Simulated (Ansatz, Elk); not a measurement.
## Na2IF: X-ray structure factors from the self-consistent density

Structure refinements treat a crystal as free atoms side by side. For a made-up structure of Na2IF (cell and positions from a PBE relaxation) the runs below show what the calculated density changes in F(hkl).

Method: DFT, PBE, all-electron APW+lo, Dirac cores, scalar-relativistic bands, static density, no spin, in Elk 11.2.3 (patched build).

The structure was built from a prototype and need not be the compound's stable phase.

## 1. The starting structure

It takes space group R-3m (No. 166, trigonal). The conventional cell has a = 4.029 Å, b = 4.029 Å, c = 19.788 Å, α = 90.00°, β = 90.00°, γ = 120.00°. Nearest to I lie 6 Na at 3.12 Å. Nearest to Na lie 3 F at 2.63 Å and 3 I at 3.12 Å. Nearest to F lie 6 Na at 2.63 Å. Farther neighbours and most contacts between anions are not listed.

## 2. Ground state and structure factors

An all-electron density is needed, since X-rays see the cores too. Task 0 finds the density and task 195 Fourier-transforms it; tshift is off so that phases refer to the origin typed.

elk.in

```
tasks
  0
  195

xctype
  20

spinpol
  .false.

rgkmax
  7.0

gmaxvr
  14.0

lmaxo
  7

lmaxapw
  8

swidth
  0.002

tshift
  .false.

ramdisk
  .false.

hmaxvr
  5.5

maxscl
  120

epspot
  1e-06

sppath
  './'

avec
  3.80725110882 2.19811745222 12.46467653104
  -3.80725110882 2.19811745222 12.46467653104
  -0.00000000000 -4.39623490543 12.46467653087

atoms
  3
  'I.in'
  1
  0.0000000000 0.0000000000 0.0000000000   0.000000 0.000000 0.000000
  'Na.in'
  2
  0.7713723975 0.7713723975 0.7713723975   0.000000 0.000000 0.000000
  0.2286276025 0.2286276025 0.2286276025   0.000000 0.000000 0.000000
  'F.in'
  1
  0.5000000000 0.5000000000 0.5000000000   0.000000 0.000000 0.000000

ngridk
  7 7 7
```

Command:

```console
$ OMP_NUM_THREADS=4 elk
```

Numbers of over 12 decimals in the logs are rounded to 6 here.

Output:

```text
┌─────────────────────────┐
│ Elk code version 11.2.3 │
└─────────────────────────┘

All units are atomic (Hartree, Bohr, etc.)

┌─────────────────────────────────────────────────┐
│ Ground-state run starting from atomic densities │
└─────────────────────────────────────────────────┘

Lattice vectors :
   3.807251109       2.198117452       12.46467653
  -3.807251109       2.198117452       12.46467653
  -0.000000000      -4.396234905       12.46467653

Reciprocal lattice vectors :
  0.8251603490      0.4764065496      0.1680264303
 -0.8251603490      0.4764065496      0.1680264303
  0.6153815104E-17 -0.9528130992      0.1680264303

Unit cell volume      :    625.8851960
Brillouin zone volume :   0.3963190295

Muffin-tin inner radius fraction :   0.1000000000E-01

Nuclei treated as point charges

Species : 1 (I)
 parameters loaded from : I.in
 name : iodine
 nuclear charge    :   -53.00000000
 electronic charge :    53.00000000
 atomic mass :    231332.6972
 muffin-tin radius :    2.600000000
 number of radial points in muffin-tin :   1193
 inner part over the whole radius :   0.9964907323E-02
 number on inner part of muffin-tin    :    851
 approximate nuclear radius :   0.9002358621E-04
 number of mesh points to nuclear radius :    431
 atomic positions (lattice), magnetic fields (Cartesian) :
  1 :   0.00000000  0.00000000  0.00000000    0.00000000  0.00000000  0.00000000

Species : 2 (Na)
 parameters loaded from : Na.in
 name : sodium
 nuclear charge    :   -11.00000000
 electronic charge :    11.00000000
 atomic mass :    41907.78703
 muffin-tin radius :    2.200000000
 number of radial points in muffin-tin :    793
 inner part over the whole radius :   0.9883648912E-02
 number on inner part of muffin-tin    :    551
 approximate nuclear radius :   0.5574345702E-04
 number of mesh points to nuclear radius :    238
 atomic positions (lattice), magnetic fields (Cartesian) :
  1 :  -0.22862760 -0.22862760 -0.22862760    0.00000000  0.00000000  0.00000000
  2 :   0.22862760  0.22862760  0.22862760    0.00000000  0.00000000  0.00000000

Species : 3 (F)
 parameters loaded from : F.in
 name : fluorine
 nuclear charge    :   -9.000000000
 electronic charge :    9.000000000
 atomic mass :    34631.97045
 muffin-tin radius :    2.000000000
 number of radial points in muffin-tin :    593
 inner part over the whole radius :   0.9949055222E-02
 number on inner part of muffin-tin    :    410
 approximate nuclear radius :   0.5278478738E-04
 number of mesh points to nuclear radius :    175
 atomic positions (lattice), magnetic fields (Cartesian) :
  1 :   0.50000000  0.50000000  0.50000000    0.00000000  0.00000000  0.00000000

Total number of atoms per unit cell :    4
Total muffin-tin volume :    196.3369745
 ratio of muffin-tin to unit cell volume :   0.3136948689

Spin treatment :
 spin-unpolarised

Number of Bravais lattice symmetries :   12
Number of crystal symmetries         :   12
Crystal has inversion symmetry
Real symmetric eigensolver will be used

k-point grid :      7     7     7
k-point offset :    0.000000000       0.000000000       0.000000000
k-point set is reduced with full crystal symmetry group
Total number of k-points :       44

Muffin-tin radius times maximum |G+k| :    7.000000000
 using average radius
Maximum |G+k| for APW functions       :    3.111111111
Maximum (1/2)|G+k|²                   :    4.839506173
Maximum |G| for potential and density :    14.00000000
Constant for pseudocharge density :    9
 order of it for each species :   16  16  16
 order of it for pair densities of each species (exact exchange by exxq0 0: 17) :   13   9   6
Radial integration step length :    1

G-vector grid sizes :     60    60    60
Number of G-vectors :    28849

Maximum angular momentum used for
 APW functions            :    8
 outer part of muffin-tin :    7
 inner part of muffin-tin :    2

Total nuclear charge    :   -84.00000000
Total core charge       :    42.00000000
Total valence charge    :    42.00000000
[...]
electron entropic           :    -0.52448302101113E-09
 total energy                :     -7544.7971534717

Density of states at Fermi energy :   0.8092699384E-05
 (states/Hartree/unit cell)

Estimated indirect band gap :   0.5951658452E-01
 from k-point 1 to k-point 1
Estimated direct band gap   :   0.5951658452E-01
 at k-point 1

Charges :
 core                        :    42.00000000
 valence                     :    42.00000000
 interstitial                :    3.783304681
 muffin-tins (core leakage)
  species : 1 (I)
   atom 1                    :    50.99547396     (  0.2024900079E-03)
  species : 2 (Na)
   atom 1                    :    9.999521542     ( -0.9715865223E-07)
[...]
species : 3 (F)
[...]
total in muffin-tins        :    80.21669532
 total calculated charge     :    83.99970536
 total charge                :    84.00000000
 error                       :   0.2946419984E-03

RMS change in Kohn-Sham potential (target) :   0.7879795541     (  0.1000000000E-05)
Absolute change in total energy (target)   :   0.4281431608     (  0.1000000000E-03)

[... loops 3 to 14 left out ...]

┌──────────────────┐
│ Loop number : 15 │
└──────────────────┘

Energies :
 Fermi                       :     0.89137431418541E-01
 sum of occupied eigenvalues :     -4558.8307513729
 electron kinetic            :      7970.4281389809
 core electron kinetic       :      7655.7659430077
 Coulomb                     :     -15293.531169939
 Coulomb potential           :     -12241.536596643
 nuclear-nuclear             :     -636.85010599137
 electron-nuclear            :     -17081.988350393
 Hartree                     :      2425.3072864451
 Madelung                    :     -9172.7628716175
 xc potential                :     -287.72229371046
 exchange                    :     -216.94532637247
 correlation                 :     -3.958652
 electron entropic           :    -0.48881780913267E-10
 total energy                :     -7544.0070094826

Density of states at Fermi energy :   0.6493332059E-06
 (states/Hartree/unit cell)

Estimated indirect band gap :   0.6957462907E-01
 from k-point 1 to k-point 1
Estimated direct band gap   :   0.6957462907E-01
 at k-point 1

Charges :
 core                        :    42.00000000
 valence                     :    42.00000000
 interstitial                :    3.976986947
 muffin-tins (core leakage)
  species : 1 (I)
[...]
species : 2 (Na)
[...]
species : 3 (F)
[...]
total in muffin-tins        :    80.02301305
 total calculated charge     :    83.99970347
 total charge                :    84.00000000
 error                       :   0.2965289440E-03

RMS change in Kohn-Sham potential (target) :   0.1248432648E-06 (  0.1000000000E-05)
Absolute change in total energy (target)   :   0.3374126845E-04 (  0.1000000000E-03)

Convergence targets achieved

┌──────────────────┐
│ Loop number : 16 │
└──────────────────┘

Energies :
 Fermi                       :     0.89137384723654E-01
 sum of occupied eigenvalues :     -4558.8307525784
 electron kinetic            :      7970.4281378875
 core electron kinetic       :      7655.7659429223
 Coulomb                     :     -15293.531168770
 Coulomb potential           :     -12241.536596276
 nuclear-nuclear             :     -636.85010599137
 electron-nuclear            :     -17081.988348381
 Hartree                     :      2425.3072856024
 Madelung                    :     -9172.7628706314
 xc potential                :     -287.72229418968
 exchange                    :     -216.94532630456
 correlation                 :     -3.958652
 electron entropic           :    -0.48881620453134E-10
 total energy                :     -7544.0070093397

Density of states at Fermi energy :   0.6493308775E-06
 (states/Hartree/unit cell)

Estimated indirect band gap :   0.6957464380E-01
 from k-point 1 to k-point 1
Estimated direct band gap   :   0.6957464380E-01
 at k-point 1

Charges :
 core                        :    42.00000000
 valence                     :    42.00000000
 interstitial                :    3.976986935
 muffin-tins (core leakage)
  species : 1 (I)
[...]
species : 2 (Na)
   atom 1                    :    10.01886906     ( -0.9715865934E-07)
   atom 2                    :    10.01886906     ( -0.9715865934E-07)
  species : 3 (F)
   atom 1                    :    8.953401794     ( -0.2954234262E-06)
 total in muffin-tins        :    80.02301306
 total calculated charge     :    83.99970347
 total charge                :    84.00000000
 error                       :   0.2965289583E-03

┌──────────────────────────────┐
│ Self-consistent loop stopped │
└──────────────────────────────┘

Warning : core states of species 1 leak from the muffin-tin :   0.2017759416E-03

Wrote STATE.OUT
```

Wall time 35 s (4 threads of Arm Neoverse V1, shared host); peak memory 0.2 GiB.

SFACRHO.OUT:

```text

h k l indices transformed by vhmat matrix:
   1.000000000       0.000000000       0.000000000    
   0.000000000       1.000000000       0.000000000    
   0.000000000       0.000000000       1.000000000    

      h      k      l  multipl.   |H|            Re(F)            Im(F)           |F|

      0      0      0      1   0.0000000       84.000001     -0.58058898E-17   84.000001    
      1      1      1      2  0.50407929       34.132561      0.35336837E-14   34.132561    
      0      0      1      6  0.96751521       40.607729     -0.87308634E-15   40.607729    
     -2     -2     -2      2   1.0081586       41.034582     -0.73836189E-14   41.034582    
      0     -1     -1      6   1.0103387       36.208779     -0.12076930E-13   36.208779    
      2      1      1      6   1.1660098       66.295481     -0.96761793E-14   66.295481    
      2      2      1      6   1.2703050       46.344749     -0.14016616E-14   46.344749    
      3      3      3      2   1.5122379       49.046919     -0.39321352E-13   49.046919    
     -2     -2     -3      6   1.5136922       21.438253     -0.77755579E-14   21.438253    
      2      3      3      6   1.6476520       52.621454     -0.12661558E-13   52.621454    
      1      0     -1      6   1.6503207       60.573292     -0.27286800E-14   60.573292    
      0     -2     -1     12   1.7255881       27.164975     -0.51375026E-14   27.164975    
     -1      1     -1      6   1.9130196       33.876909     -0.30529383E-15   33.876909    
      3      4      3      6   1.9316161       39.190712      0.18654628E-13   39.190712    
     -3     -2     -1     12   1.9338930       32.621775     -0.37096753E-14   32.621775    
      0      0     -2      6   1.9350304       28.806734     -0.30247299E-14   28.806734    
      4      4      4      2   2.0163172       40.920494     -0.81512888E-14   40.920494    
      0      2      2      6   2.0206774       53.097698     -0.56693883E-14   53.097698
```

Elk indexes on the primitive cell of elk.in and gives |H| = 4π sin θ/λ in inverse bohr. Below, one row stands for each form hkl of the conventional cell (m members, Friedel mates merged), F is for one primitive cell and the density is static (no thermal factor). Free-atom factors are Waasmaier and Kirfel's, and R is Σm||F|−|F'||/Σm|F|.

| hkl | m | sin θ/λ (Å⁻¹) | abs F, DFT | neutral atoms | diff. | ions | diff. |
| --- | --- | --- | --- | --- | --- | --- | --- |
| 003 | 2 | 0.076 | 34.133 | 34.075 | +0.058 | 34.108 | +0.025 |
| 101 | 6 | 0.145 | 40.608 | 40.818 | -0.210 | 40.392 | +0.216 |
| 006 | 2 | 0.152 | 41.035 | 40.660 | +0.375 | 41.043 | -0.009 |
| 012 | 6 | 0.152 | 36.209 | 35.752 | +0.456 | 36.129 | +0.080 |
| 104 | 6 | 0.175 | 66.296 | 66.010 | +0.286 | 66.307 | -0.012 |
| 015 | 6 | 0.191 | 46.345 | 46.587 | -0.242 | 46.316 | +0.029 |
| 009 | 2 | 0.227 | 49.047 | 49.279 | -0.232 | 49.128 | -0.081 |
| 107 | 6 | 0.228 | 21.438 | 21.558 | -0.119 | 21.309 | +0.129 |
| 018 | 6 | 0.248 | 52.621 | 52.635 | -0.014 | 52.693 | -0.071 |
| 110 | 6 | 0.248 | 60.573 | 60.612 | -0.039 | 60.693 | -0.120 |
| 113 | 12 | 0.260 | 27.165 | 27.237 | -0.072 | 27.101 | +0.064 |
| 021 | 6 | 0.288 | 33.877 | 33.949 | -0.072 | 33.891 | -0.014 |
| 1 0 10 | 6 | 0.290 | 39.191 | 39.181 | +0.009 | 39.168 | +0.023 |
| 116 | 12 | 0.291 | 32.622 | 32.611 | +0.011 | 32.584 | +0.038 |

The ions are Na+, I− and F−, by formal charge.

## 3. The highest occupied states alone

An energy window below the Fermi level keeps the highest occupied states, to see at which angles they scatter; shallow core shells can lie inside it and anion s states outside. No new self-consistency is needed.

Edit elk.in of step 2 so:

```diff
@@ -1,3 +1,2 @@
 tasks
-  0
   195
@@ -40,2 +39,5 @@
 
+wsfac
+  -0.278360 0.389140
+
 sppath
```

Command:

```console
$ OMP_NUM_THREADS=4 elk
```

Output:

```text
┌─────────────────────────────────┐
│ Elk code version 11.2.3 started │
└─────────────────────────────────┘

Info(readinput): the functional depends on the density's gradient
 muffin-tin radial points multiplied by    2.00000
 (not where nrmtscf is given)

┌────────────────────┐
│ Current task : 195 │
└────────────────────┘

Info(sfacrho): density structure factors written to SFACRHO.OUT

 Energy window :  -0.2783600000      0.3891400000

┌──────────────────┐
│ Elk code stopped │
└──────────────────┘
```

The job ended after 10 s (4 threads; peak memory 0.16 GiB).

States within 10 eV below the Fermi level hold 12.00 electrons; any levels below the window count with the cores. Their amplitudes can exceed the total, where window and core parts have opposite phase:

| hkl | sin θ/λ (Å⁻¹) | abs F, window | abs F, all |
| --- | --- | --- | --- |
| 003 | 0.076 | 1.255 | 34.133 |
| 101 | 0.145 | 2.584 | 40.608 |
| 006 | 0.152 | 5.772 | 41.035 |
| 012 | 0.152 | 5.816 | 36.209 |
| 104 | 0.175 | 4.887 | 66.296 |
| 015 | 0.191 | 3.060 | 46.345 |
| 009 | 0.227 | 3.056 | 49.047 |
| 107 | 0.228 | 3.018 | 21.438 |
| 018 | 0.248 | 2.781 | 52.621 |
| 110 | 0.248 | 2.761 | 60.573 |

## 4. Another try

In this try the input is made faulty on purpose, to show what that does.

The input is changed as shown.

Edit elk.in of step 3 so:

```diff
@@ -1,2 +1,3 @@
 tasks
+  0
   195
@@ -10,3 +11,3 @@
 rgkmax
-  7.0
+  3.5
 
@@ -34,3 +35,3 @@
 maxscl
-  120
+  60
 
@@ -38,5 +39,2 @@
   1e-06
-
-wsfac
-  -0.278360 0.389140
```

Command:

```console
$ OMP_NUM_THREADS=4 elk
```

Output:

```text
┌─────────────────────────┐
│ Elk code version 11.2.3 │
└─────────────────────────┘

All units are atomic (Hartree, Bohr, etc.)

┌─────────────────────────────────────────────────┐
│ Ground-state run starting from atomic densities │
└─────────────────────────────────────────────────┘

Lattice vectors :
   3.807251109       2.198117452       12.46467653
  -3.807251109       2.198117452       12.46467653
  -0.000000000      -4.396234905       12.46467653

Reciprocal lattice vectors :
  0.8251603490      0.4764065496      0.1680264303
[...]
muffin-tins (core leakage)
  species : 1 (I)
[...]
species : 2 (Na)
[...]
atom 2                    :    10.00635373     ( -0.9715865490E-07)
  species : 3 (F)
   atom 1                    :    8.642794804     ( -0.2954229967E-06)
 total in muffin-tins        :    79.38587568
 total calculated charge     :    83.99981915
 total charge                :    84.00000000
 error                       :   0.1808493516E-03

┌──────────────────────────────┐
│ Self-consistent loop stopped │
└──────────────────────────────┘

Warning : core states of species 1 leak from the muffin-tin :   0.2000091109E-03

Wrote STATE.OUT
[key lines of the parts left out:]
total energy                :     -7543.3343848184
```

Elapsed: 25 s, on 4 threads; peak memory 0.19 GiB.

The run finished. A setting was moved off its sound value on purpose, so it serves as a test and not as the result.

The fault put into the input: a cutoff far too low.

Its structure factors differ from the first run's by R = 0.2 %.

[end of part 1 of 2]

[Logs are printed without paths, hosts, clocks, repeated set-up lines and the standing remarks that a program may print on its own settings, such as how far it seeks lower states.]

[Hosts, paths, dates, database ids (printed as entryN), source tags and the programs' standing remarks are cut or masked in the printed files.]
